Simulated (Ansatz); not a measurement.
## Mo(100) with 4 thermally displaced layers, 2x2: scattering by thermal displacements

Aim: the resistivity of Mo at 800 K from frozen thermal displacements between perfect leads.

Main program and level: Ansatz 0.2.0; Ansatz plane-wave DFT, PBE, PAW files; ballistic transport by layer matching (Landauer), zero bias; PAW set soft_1.

## 1. The structure

The cell holds 56 atoms: 56 Mo. Its edges and angles: a = 6.294 Å, b = 6.294 Å, c = 22.029 Å, α = 90.0°, β = 90.0°, γ = 90.0°. It derives from Mo. Regions: lead, 40 atoms (40 Mo); scattering region, 16 atoms (16 Mo). The structure is stacked along c, and the current runs across the ab planes.

## 2. With 4 displaced layers

Each atom of 4 layers is moved at random, by amounts drawn from a normal law 0.0777 Å wide in each direction from the Debye model (450 K) at 800 K. The layers about the cell's end stay perfect and serve as the lead. Disorder leaves little or no symmetry, which makes such runs dear. Energies from -0.05 to 0.05 eV in steps of 0.05 eV are too few for the program's thermal sum, so it prints no conductance; for a metal the transmission near the Fermi level serves, at a fraction of the cost.

input.yaml reads:

```yaml
crystal:
  lattice:
    - [6.294, 0.0, 0.0]
    - [0.0, 6.294, 0.0]
    - [0.0, 0.0, 22.029]
  atoms:
    - { symbol: Mo, position: [0.0, 0.0, 0.0357142857] }
    - { symbol: Mo, position: [0.0, 0.5, 0.0357142857] }
    - { symbol: Mo, position: [0.5, 0.0, 0.0357142857] }
    - { symbol: Mo, position: [0.5, 0.5, 0.0357142857] }
    - { symbol: Mo, position: [0.25, 0.25, 0.1071428571] }
    - { symbol: Mo, position: [0.25, 0.75, 0.1071428571] }
    - { symbol: Mo, position: [0.75, 0.25, 0.1071428571] }
    - { symbol: Mo, position: [0.75, 0.75, 0.1071428571] }
    - { symbol: Mo, position: [0.0, 0.0, 0.1785714286] }
    - { symbol: Mo, position: [0.0, 0.5, 0.1785714286] }
    - { symbol: Mo, position: [0.5, 0.0, 0.1785714286] }
    - { symbol: Mo, position: [0.5, 0.5, 0.1785714286] }
    - { symbol: Mo, position: [0.25, 0.25, 0.25] }
    - { symbol: Mo, position: [0.25, 0.75, 0.25] }
    - { symbol: Mo, position: [0.75, 0.25, 0.25] }
    - { symbol: Mo, position: [0.75, 0.75, 0.25] }
    - { symbol: Mo, position: [0.0, 0.0, 0.3214285714] }
    - { symbol: Mo, position: [0.0, 0.5, 0.3214285714] }
    - { symbol: Mo, position: [0.5, 0.0, 0.3214285714] }
    - { symbol: Mo, position: [0.5, 0.5, 0.3214285714] }
    - { symbol: Mo, position: [0.250422359, 0.2667959986, 0.3971794607] }
    - { symbol: Mo, position: [0.243696538, 0.7463193936, 0.3909958847] }
    - { symbol: Mo, position: [0.7570374263, 0.2493074757, 0.3954930712] }
    - { symbol: Mo, position: [0.7271813047, 0.7693504678, 0.3925168119] }
    - { symbol: Mo, position: [0.0084042333, 0.9983130928, 0.4629477897] }
    - { symbol: Mo, position: [0.0057204719, 0.5101846318, 0.4635709405] }
    - { symbol: Mo, position: [0.4981127405, 0.0084699494, 0.4612140852] }
    - { symbol: Mo, position: [0.4812938928, 0.5048789313, 0.4619191358] }
    - { symbol: Mo, position: [0.2262793924, 0.2399445715, 0.5340640281] }
    - { symbol: Mo, position: [0.2352612146, 0.7315646504, 0.5358435889] }
    - { symbol: Mo, position: [0.7610830848, 0.2471202845, 0.5330899671] }
    - { symbol: Mo, position: [0.7547555559, 0.7588595061, 0.5346554804] }
    - { symbol: Mo, position: [0.0067278958, 0.0128819024, 0.6064124611] }
    - { symbol: Mo, position: [0.9899512185, 0.5042942817, 0.6080165021] }
    - { symbol: Mo, position: [0.5135728561, 0.9841324832, 0.6048078754] }
    - { symbol: Mo, position: [0.489646717, 0.4785809423, 0.6075890733] }
    - { symbol: Mo, position: [0.25, 0.25, 0.6785714286] }
    - { symbol: Mo, position: [0.25, 0.75, 0.6785714286] }
    - { symbol: Mo, position: [0.75, 0.25, 0.6785714286] }
    - { symbol: Mo, position: [0.75, 0.75, 0.6785714286] }
    - { symbol: Mo, position: [0.0, 0.0, 0.75] }
    - { symbol: Mo, position: [0.0, 0.5, 0.75] }
    - { symbol: Mo, position: [0.5, 0.0, 0.75] }
    - { symbol: Mo, position: [0.5, 0.5, 0.75] }
    - { symbol: Mo, position: [0.25, 0.25, 0.8214285714] }
    - { symbol: Mo, position: [0.25, 0.75, 0.8214285714] }
    - { symbol: Mo, position: [0.75, 0.25, 0.8214285714] }
    - { symbol: Mo, position: [0.75, 0.75, 0.8214285714] }
    - { symbol: Mo, position: [0.0, 0.0, 0.8928571429] }
    - { symbol: Mo, position: [0.0, 0.5, 0.8928571429] }
    - { symbol: Mo, position: [0.5, 0.0, 0.8928571429] }
    - { symbol: Mo, position: [0.5, 0.5, 0.8928571429] }
    - { symbol: Mo, position: [0.25, 0.25, 0.9642857143] }
    - { symbol: Mo, position: [0.25, 0.75, 0.9642857143] }
    - { symbol: Mo, position: [0.75, 0.25, 0.9642857143] }
    - { symbol: Mo, position: [0.75, 0.75, 0.9642857143] }
kpoints:
  mp_grid: { grid: [4, 4, 1] }
hamiltonian:
  xc: pbe
  pseudopotentials: { kind: paw, azcp: { folder: soft_1 } }
scf:
  occupations: { method: fermi_dirac, width: 0.1 }
output:
  transmission: { leads: [[0, 4]], kmesh: [8, 8], e_range: [-0.05, 0.05], de: 0.05 }
  write_potential: true
  write_density: true
  volumetric_format: npy
```

Run with:

```bash
$ ansatz run input.yaml --threads 4 --pin off --max-ram 15360MiB --backend cpu --events-out ev --progress --plain --runs-dir out
```

Numbers of over 12 decimals in the logs are rounded to 6 here.

The program printed:

```text
Engine: ansatz 0.2.0, aarch64-unknown-linux-gnu
Pseudopotentials: kind: paw
Pseudopotential: Mo, paw, valence charge 14, recommended cutoff 420 eV (normal), soft_1/Mo.paw.azcp
Functional definition: PBE
  parameter kappa = 0.804
  parameter beta = 0.066725
  exchange = pbe_x(kappa = kappa, mu = beta*pi^2/3)
  correlation = pbe_c(beta = beta)
Crystal: 56 atoms, lattice volume = 872.666 Å³
Basis set: ecut = 420 eV, 17109 PW (Γ)
Bands: 471, of which v1, the nominal top of the filled ones, is band 392 counted from 1 (391 counted from 0)
Symmetry: 1 space group operations
Space group: P1 (ITA 1), of the structure as read, at distance tolerance 9.6e-5 Å
k-points: 10 of 16 (time reversal used)
Non-local potential: Mo, projectors of the file, l = 0: 3, l = 1: 2, l = 2: 2, l = 3: 1
PAW form: soft (Blöchl's): semilocal exchange-correlation on the pseudo side does not see the compensation charge
PAW one-centre angular grid: Mo, 590 points (default); XC on 64 Gauss nodes
Initial density: superposition of atomic densities (chi_scale 0.1, normalization cell)
Initial wavefunctions: pseudopotential atomic-orbital guess
Functional: x = pbe(κ = 0.804, μ = 0.219515), c = pbe(β = 0.066725)
SCF iter   1: F=—  HF=-277572.214450 eV  |F-HF|=—  |Δ(HF+E_count)|=         —  Δρ=1.06e-1  dr2=9.90e1  ethr=3.10e-3  ⟨swp⟩=4.3  Hψ=15330  notcnv=0
preconditioner: auto → Kerker (q_TF=auto, 2.680 Å⁻¹)  [metal: Δε(μ)=0.021 eV  Ē_g=4.667 eV  σ=0.100 eV  W_gap=0.05  n_scr=286 (ndim 8)  ℏωp=23.0 eV  f_vac=0.000  D(μ)=37.28/eV (n_scr^D=302)]
SCF iter   2: F=—  HF=-277546.958072 eV  |F-HF|=—  |Δ(HF+E_count)|=    2.53e1  Δρ=5.91e-2  dr2=2.90e1  ethr=3.10e-3  ⟨swp⟩=2.2  Hψ=9284  notcnv=0
SCF iter   3: F=—  HF=-277537.958523 eV  |F-HF|=—  |Δ(HF+E_count)|=    9.00e0  Δρ=7.97e-3  dr2=2.28e-1  ethr=3.10e-3  ⟨swp⟩=2.4  Hψ=8576  notcnv=0
SCF iter   4: F=—  HF=-277538.012854 eV  |F-HF|=—  |Δ(HF+E_count)|=   5.43e-2  Δρ=9.57e-4  dr2=7.39e-3  ethr=2.91e-5  ⟨swp⟩=2.9  Hψ=8837  notcnv=0
SCF iter   5: F=—  HF=-277538.012984 eV  |F-HF|=—  |Δ(HF+E_count)|=   1.30e-4  Δρ=1.72e-4  dr2=1.50e-4  ethr=9.43e-7  ⟨swp⟩=2.9  Hψ=10253  notcnv=0
SCF iter   6: F=—  HF=-277538.013036 eV  |F-HF|=—  |Δ(HF+E_count)|=   5.25e-5  Δρ=2.87e-5  dr2=9.45e-6  ethr=1.91e-8  ⟨swp⟩=2.5  Hψ=8468  notcnv=0
SCF iter   7: F=—  HF=-277538.012094 eV  |F-HF|=—  |Δ(HF+E_count)|=   9.42e-4  Δρ=4.94e-6  dr2=5.29e-7  ethr=1.21e-9  ⟨swp⟩=1.1  Hψ=4711  notcnv=0
SCF iter   8: F=-277538.012094 eV  HF=-277538.012094 eV  |F-HF|=2.56e-8  |Δ(HF+E_count)|=   8.96e-9  Δρ=8.74e-7  dr2=2.95e-8  ethr=1.28e-11  ⟨swp⟩=6.5  Hψ=10649  notcnv=0
SCF 1 converged in 8 iterations: F = -277538.012094 eV  dr2 = 2.95e-8
  greatest PAW one-centre occupation: 0.999 electrons in one spin orbital (limit 2), on the Mo atom at site 21 (counted from 0), in its partial waves of l = 0
transmission: 144 of 1428 steps passed
transmission: 288 of 1428 steps passed
[...]
transmission: 1428 of 1428 steps passed
SCF converged after 8 iterations
Free energy (F): -277538.012094 eV
Harris-Foulkes:  -277538.012094 eV  (|F-HF|=2.56e-8)
Internal energy: -277536.598877 eV  (E = F + TS)
E sigma→0 (E₀):  -277537.305485 eV
Entropy (-TS):   -1.413217 eV (-25.236 meV/atom)
Fermi energy:    21.173223 eV
--- Per-component energies (eV) ---
  E_band       = -3031.887928
  E_kinetic    = 23670.810793
  E_local      = -43167.911797  (includes V_loc(G=0)·N_el)
  E_nonlocal   = 8295.968367
  E_hartree    = 14720.830382
  E_xc         = -9882.790932
  E_vxc        = -12322.592215  (∫ρ·V_xc dr)
  E_paw        = -179863.496435  (= ΣΔE_a)
  E_vpaw       = -8949.819508  (= ΣTr[D̂ρ^β])
  E_aug_tail   = 0.002664  (compensation charges beyond the density's cutoff)
  E_ewald      = -91310.011920
  E_smearing   = -1.413217  (= −TS)
  E_closure    = 0.000000  (closes the sum)
  Σ components = -277538.012094   (vs F -277538.012094, Δ=0.00e0)
--- Band table (eV; the first three rows and the last of 10) ---
  k-point 0: bands = [... 388 lower, 21.0949, 21.1464, 21.1760, 21.1875, 21.1900, 21.2101, 21.2370, 21.3027, ... 75 higher]
  k-point 1: bands = [... 388 lower, 21.1402, 21.1602, 21.1687, 21.2293, 21.2367, 21.2640, 21.2778, 21.2943, ... 75 higher]
  k-point 2: bands = [... 388 lower, 21.1392, 21.1619, 21.2289, 21.2839, 21.2912, 21.3096, 21.3277, 21.3426, ... 75 higher]
  k-point 9: bands = [... 388 lower, 20.2989, 20.3435, 20.4265, 20.4794, 21.3949, 21.4203, 21.4692, 21.4900, ... 75 higher]
--- Transmission ---
  basis      : 349 plane waves across, 42 finite elements along
  points     : 34, standing for a mesh of 8 x 8
  energies   : 3 from -0.050000 to 0.050000 eV about the Fermi level, 0.050000 eV apart; the leads are filled to 0.000000 eV, and channels, transmission and decay are at 0.000000 eV
  crystal 0  : Mo4, at the sites [0, 4], period 1.5735 Å, over 15.73 Å; its Hamiltonian steps by up to 2.1 meV
    offset         : up to 0.0000 Å between an atom of the period and one for which it stands
    channels       : 6.781250e0 a spin
    conductance    : none, the energies end too early or step too widely for 300 K: set another output.transmission.e_range or a lower de, or, where they end at an eighth of basis.ecutwfc, a higher one
    slowest decay  : 0.0504 /Å at (0.3750, 0.5000)
  junction   : crystal 0 to crystal 0, 0.70 to 21.15 Å
    transmission   : 5.839491e0 a spin
    conductance    : none, the energies end too early or step too widely for 300 K: set another output.transmission.e_range or a lower de, or, where they end at an eighth of basis.ecutwfc, a higher one
```

Wall time 13 min (4 threads of Arm Neoverse V1, shared host); peak memory 7.7 GiB.

In the SCF lines HF is the Harris–Foulkes energy and dr2 the Hartree energy of the density residual, in eV; the loop may stop once dr2 is under the threshold and the program's other checks hold. Hψ counts applications of the Hamiltonian.

This step gave:

```yaml
free_energy: -277538.0121 eV
energy_at_zero_smearing: -277537.3055 eV
fermi_energy: 21.17 eV
cell_area: 39.61 Å²
transmission_per_spin_nearest_the_fermi_level: 5.839
open_channels_per_spin_nearest_the_fermi_level: 6.781
step_of_the_lead_s_potential: 2.1 meV
```

Per spin. Table of transmission, zone mean by energy, zero at the Fermi level:

| energy (eV) | transmission, zone mean |
| --- | --- |
| -0.0500 | 5.76 |
| 0.0000 | 5.84 |
| 0.0500 | 5.98 |

Per spin. The open channels, zone mean, lead by energy, zero at the Fermi level:

| energy (eV) | open channels, zone mean, lead |
| --- | --- |
| -0.0500 | 6.59 |
| 0.0000 | 6.78 |
| 0.0500 | 6.84 |

Transmission over k1 and k2. At 0.0000 eV from the Fermi level.

Ten even steps from '_' (0.0) to '@' (13.0):
```
____..--++--..__
::..::##@@##--..
::--##@@@@@@##--
::==%%@@@@@@%%==
::--##@@@@@@##--
::..--##@@##::..
____..--++--..__
____::::::::::__
```
Columns: k1 (b1) from -0.5 to 0.375; rows upwards: k2 (b2) from -0.5 to 0.375.

Open channels over k1 and k2. At 0.0000 eV from the Fermi level.

Ten even steps from '0' (0.0) to '9' (15.0):
```
00134310
21489841
23899983
24999994
23899983
21489841
00134310
00222220
```
Columns: k1 (b1) from -0.5 to 0.375; rows upwards: k2 (b2) from -0.5 to 0.375.

Over the solved energies the transmission per spin lies between 5.76 and 5.98, out of 6.74 channels of the lead on average (up to 6.84).

## 3. With 8 displaced layers

Each atom of 8 layers is moved at random, by amounts drawn from a normal law 0.0777 Å wide in each direction from the Debye model (450 K) at 800 K. A fresh draw is used; the growth of the resistance with length is what counts.

System of this step: Mo(100) with 8 thermally displaced layers, 2x2. The cell holds 72 atoms: 72 Mo. Its edges and angles: a = 6.294 Å, b = 6.294 Å, c = 28.323 Å, α = 90.0°, β = 90.0°, γ = 90.0°. It derives from Mo. Regions: lead, 40 atoms (40 Mo); scattering region, 32 atoms (32 Mo). The structure is stacked along c, and the current runs across the ab planes.

input.yaml reads:

```yaml
crystal:
  lattice:
    - [6.294, 0.0, 0.0]
    - [0.0, 6.294, 0.0]
    - [0.0, 0.0, 28.323]
  atoms:
    - { symbol: Mo, position: [0.0, 0.0, 0.0277777778] }
    - { symbol: Mo, position: [0.0, 0.5, 0.0277777778] }
    - { symbol: Mo, position: [0.5, 0.0, 0.0277777778] }
    - { symbol: Mo, position: [0.5, 0.5, 0.0277777778] }
    - { symbol: Mo, position: [0.25, 0.25, 0.0833333333] }
    - { symbol: Mo, position: [0.25, 0.75, 0.0833333333] }
    - { symbol: Mo, position: [0.75, 0.25, 0.0833333333] }
    - { symbol: Mo, position: [0.75, 0.75, 0.0833333333] }
    - { symbol: Mo, position: [0.0, 0.0, 0.1388888889] }
    - { symbol: Mo, position: [0.0, 0.5, 0.1388888889] }
    - { symbol: Mo, position: [0.5, 0.0, 0.1388888889] }
    - { symbol: Mo, position: [0.5, 0.5, 0.1388888889] }
    - { symbol: Mo, position: [0.25, 0.25, 0.1944444444] }
    - { symbol: Mo, position: [0.25, 0.75, 0.1944444444] }
    - { symbol: Mo, position: [0.75, 0.25, 0.1944444444] }
    - { symbol: Mo, position: [0.75, 0.75, 0.1944444444] }
    - { symbol: Mo, position: [0.0, 0.0, 0.25] }
    - { symbol: Mo, position: [0.0, 0.5, 0.25] }
    - { symbol: Mo, position: [0.5, 0.0, 0.25] }
    - { symbol: Mo, position: [0.5, 0.5, 0.25] }
    - { symbol: Mo, position: [0.2565195917, 0.2408742498, 0.3093590927] }
    - { symbol: Mo, position: [0.2601526494, 0.7577495374, 0.306658223] }
    - { symbol: Mo, position: [0.7618047095, 0.2335469961, 0.3072407641] }
    - { symbol: Mo, position: [0.7574456754, 0.728164624, 0.3065081371] }
    - { symbol: Mo, position: [0.9969067224, 0.0096535965, 0.3599059057] }
    - { symbol: Mo, position: [0.9997746836, 0.504235002, 0.3587058133] }
    - { symbol: Mo, position: [0.5073940406, 0.998703464, 0.3624629531] }
    - { symbol: Mo, position: [0.4935541108, 0.5134170786, 0.3627723626] }
    - { symbol: Mo, position: [0.2478009829, 0.2578061193, 0.4201246363] }
    - { symbol: Mo, position: [0.2721251229, 0.7305627252, 0.4190908227] }
    - { symbol: Mo, position: [0.755744662, 0.2488406042, 0.413903418] }
    - { symbol: Mo, position: [0.7655291608, 0.7344146439, 0.4182229058] }
    - { symbol: Mo, position: [0.0160810536, 0.9802404179, 0.4713918247] }
    - { symbol: Mo, position: [0.9838281716, 0.5030146276, 0.4763791119] }
    - { symbol: Mo, position: [0.5249955549, 0.9780362112, 0.4706440138] }
    - { symbol: Mo, position: [0.5086903944, 0.5195088721, 0.473378426] }
    - { symbol: Mo, position: [0.2407833127, 0.2536702552, 0.5277321588] }
    - { symbol: Mo, position: [0.2474833351, 0.7409275985, 0.5288407879] }
    - { symbol: Mo, position: [0.753803019, 0.2488514329, 0.5271692546] }
    - { symbol: Mo, position: [0.7341283354, 0.7439946162, 0.5310894264] }
    - { symbol: Mo, position: [0.9976461688, 0.9822164384, 0.5869963171] }
    - { symbol: Mo, position: [0.0065499931, 0.5260397065, 0.5835049263] }
    - { symbol: Mo, position: [0.494300843, 0.98211827, 0.5869672085] }
    - { symbol: Mo, position: [0.5317393564, 0.489859572, 0.5815571077] }
    - { symbol: Mo, position: [0.2573642981, 0.2397433307, 0.6381462187] }
    - { symbol: Mo, position: [0.2456787026, 0.7523711322, 0.6418941149] }
    - { symbol: Mo, position: [0.7502725853, 0.2613506458, 0.6377363133] }
    - { symbol: Mo, position: [0.7540490632, 0.7235880132, 0.6349088485] }
    - { symbol: Mo, position: [0.0098313549, 0.9927103023, 0.6960362841] }
    - { symbol: Mo, position: [0.0066991946, 0.5163331745, 0.69667296] }
    - { symbol: Mo, position: [0.5125621741, 0.9986206031, 0.6925276839] }
    - { symbol: Mo, position: [0.4909635724, 0.4939715388, 0.6913431158] }
    - { symbol: Mo, position: [0.25, 0.25, 0.75] }
    - { symbol: Mo, position: [0.25, 0.75, 0.75] }
    - { symbol: Mo, position: [0.75, 0.25, 0.75] }
    - { symbol: Mo, position: [0.75, 0.75, 0.75] }
    - { symbol: Mo, position: [0.0, 0.0, 0.8055555556] }
    - { symbol: Mo, position: [0.0, 0.5, 0.8055555556] }
    - { symbol: Mo, position: [0.5, 0.0, 0.8055555556] }
    - { symbol: Mo, position: [0.5, 0.5, 0.8055555556] }
    - { symbol: Mo, position: [0.25, 0.25, 0.8611111111] }
    - { symbol: Mo, position: [0.25, 0.75, 0.8611111111] }
    - { symbol: Mo, position: [0.75, 0.25, 0.8611111111] }
    - { symbol: Mo, position: [0.75, 0.75, 0.8611111111] }
    - { symbol: Mo, position: [0.0, 0.0, 0.9166666667] }
    - { symbol: Mo, position: [0.0, 0.5, 0.9166666667] }
    - { symbol: Mo, position: [0.5, 0.0, 0.9166666667] }
    - { symbol: Mo, position: [0.5, 0.5, 0.9166666667] }
    - { symbol: Mo, position: [0.25, 0.25, 0.9722222222] }
    - { symbol: Mo, position: [0.25, 0.75, 0.9722222222] }
    - { symbol: Mo, position: [0.75, 0.25, 0.9722222222] }
    - { symbol: Mo, position: [0.75, 0.75, 0.9722222222] }
kpoints:
  mp_grid: { grid: [4, 4, 1] }
hamiltonian:
  xc: pbe
  pseudopotentials: { kind: paw, azcp: { folder: soft_1 } }
scf:
  occupations: { method: fermi_dirac, width: 0.1 }
output:
  transmission: { leads: [[0, 4]], kmesh: [8, 8], e_range: [-0.05, 0.05], de: 0.05 }
  write_potential: true
  write_density: true
  volumetric_format: npy
```

The program printed:

```text
[...]
Crystal: 72 atoms, lattice volume = 1122.000 Å³
Basis set: ecut = 420 eV, 21955 PW (Γ)
Bands: 605, of which v1, the nominal top of the filled ones, is band 504 counted from 1 (503 counted from 0)
Symmetry: 1 space group operations
[...]
k-points: 10 of 16 (time reversal used)
[...]
SCF iter   1: F=—  HF=-356876.494481 eV  |F-HF|=—  |Δ(HF+E_count)|=         —  Δρ=1.05e-1  dr2=1.31e2  ethr=3.10e-3  ⟨swp⟩=4.4  Hψ=19505  notcnv=0
[...]
SCF iter   8: F=-356832.718669 eV  HF=-356832.718670 eV  |F-HF|=8.06e-8  |Δ(HF+E_count)|=   8.82e-8  Δρ=1.63e-6  dr2=9.26e-8  ethr=9.92e-12  ⟨swp⟩=7.5  Hψ=14228  notcnv=0
SCF 1 converged in 8 iterations: F = -356832.718669 eV  dr2 = 9.26e-8
[...]
transmission: 195 of 1938 steps passed
transmission: 390 of 1938 steps passed
[...]
transmission: 1938 of 1938 steps passed
SCF converged after 8 iterations
Free energy (F): -356832.718669 eV
[...]
Internal energy: -356831.050320 eV  (E = F + TS)
E sigma→0 (E₀):  -356831.884495 eV
Entropy (-TS):   -1.668349 eV (-23.172 meV/atom)
Fermi energy:    21.097628 eV
[...]
--- Band table (eV; the first three rows and the last of 10) ---
  k-point 0: bands = [... 500 lower, 20.9618, 20.9718, 20.9827, 21.0090, 21.0234, 21.0478, 21.0757, 21.0989, ... 97 higher]
  k-point 1: bands = [... 500 lower, 21.0546, 21.0612, 21.0777, 21.0981, 21.1166, 21.1400, 21.1530, 21.1714, ... 97 higher]
  k-point 2: bands = [... 500 lower, 20.8706, 20.9704, 20.9995, 21.0733, 21.1653, 21.2122, 21.2461, 21.2837, ... 97 higher]
  k-point 9: bands = [... 500 lower, 20.3568, 20.3854, 20.4431, 20.4584, 21.3010, 21.3508, 21.4158, 21.4513, ... 97 higher]
--- Transmission ---
  basis      : 349 plane waves across, 57 finite elements along
  points     : 34, standing for a mesh of 8 x 8
[...]
channels       : 6.593750e0 a spin
[...]
slowest decay  : 0.0414 /Å at (0.3750, 0.5000)
  junction   : crystal 0 to crystal 0, 0.70 to 27.45 Å
    transmission   : 4.630948e0 a spin
[...]
```

Run time: 19 min. Hardware: 4 threads; peak memory 8 GiB; 72 min of CPU time.

Numbers from this step:

```yaml
free_energy: -356832.7187 eV
energy_at_zero_smearing: -356831.8845 eV
fermi_energy: 21.10 eV
transmission_per_spin_nearest_the_fermi_level: 4.631
open_channels_per_spin_nearest_the_fermi_level: 6.594
step_of_the_lead_s_potential: 4.6 meV
```

Per spin. Table of transmission, zone mean by energy, zero at the Fermi level:

| energy (eV) | transmission, zone mean |
| --- | --- |
| -0.0500 | 4.69 |
| 0.0000 | 4.63 |
| 0.0500 | 4.62 |

Over the solved energies the transmission per spin lies between 4.62 and 4.69, out of 6.64 channels of the lead on average (up to 6.66).

(Continued in part 2 of 2.)

[Logs are printed without paths, hosts, clocks, repeated set-up lines and the standing remarks that a program may print on its own settings, such as how far it seeks lower states.]

[Hosts, paths, dates, database ids (printed as entryN), source tags and the programs' standing remarks are cut or masked in the printed files.]
